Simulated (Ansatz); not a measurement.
An input for Ansatz 0.2.0 (BO (GaSe-type monolayer)):

```yaml
crystal:
  lattice:
    - [2.442226206, 0.0, 0.0]
    - [-1.221113103, 2.1150299362, 0.0]
    - [0.0, 0.0, 29.0]
  atoms:
    - { symbol: B, position: [0.3333333333, 0.6666666667, 0.5305535553] }
    - { symbol: B, position: [0.3333333333, 0.6666666667, 0.4694464447] }
    - { symbol: O, position: [0.6666666667, 0.3333333333, 0.5503965249] }
    - { symbol: O, position: [0.6666666667, 0.3333333333, 0.4496034751] }
  periodic: [true, true, false]
kpoints:
  mp_grid: { grid: [6, 6, 1] }
  band_path:
    path:
      - [0.0, 0.0, 0.0]
      - [0.5, 0.0, 0.0]
      - [0.3333333333, 0.3333333333, 0.0]
      - [0.1111111111, 0.1111111111, 0.0]
      - [0.35, 0.0, 0.0]
    npoints: 1
hamiltonian:
  xc: pbe0
  pseudopotentials: { kind: paw, azcp: { folder: soft_1 } }
scf:
  occupations: { method: fixed }
  n_extra_bands: 5
output:
  eigenvalues: true
  write_density: true
  write_potential: true
  elf: true
  volumetric_format: npy
```

```sh
ansatz run input.yaml --threads 4 --pin off --max-ram 17510MiB --backend cpu --events-out ev --progress --plain --runs-dir out
```

Question: Estimate wall time and host memory on 4 threads of Arm Neoverse V2, shared host.

It took 18 s; on shared hardware allow 9 s to 36 s. Peak host memory was 1.2 GiB. The sizes that set the cost: 2839 plane waves a state, 7 irreducible k points and 13 SCF cycles.

Exact exchange couples every pair of k points and filled bands, so it costs far more than a semilocal run.

[Paths, hosts, dates, memory and timing lines, banners, echoed tables and standing remarks are left out of the program output.]

[Logs are printed without paths, hosts, clocks, repeated set-up lines and the standing remarks that a program may print on its own settings, such as how far it seeks lower states.]

[Runs of the session that timed out or met a known fault of the program may be left out.]

[Cells called generated may have been cut or substituted from an entry of the Crystallography Open Database or the Materials Project.]

[Hosts, paths, dates, database ids (printed as entryN), source tags and the programs' standing remarks are cut or masked in the printed files.]
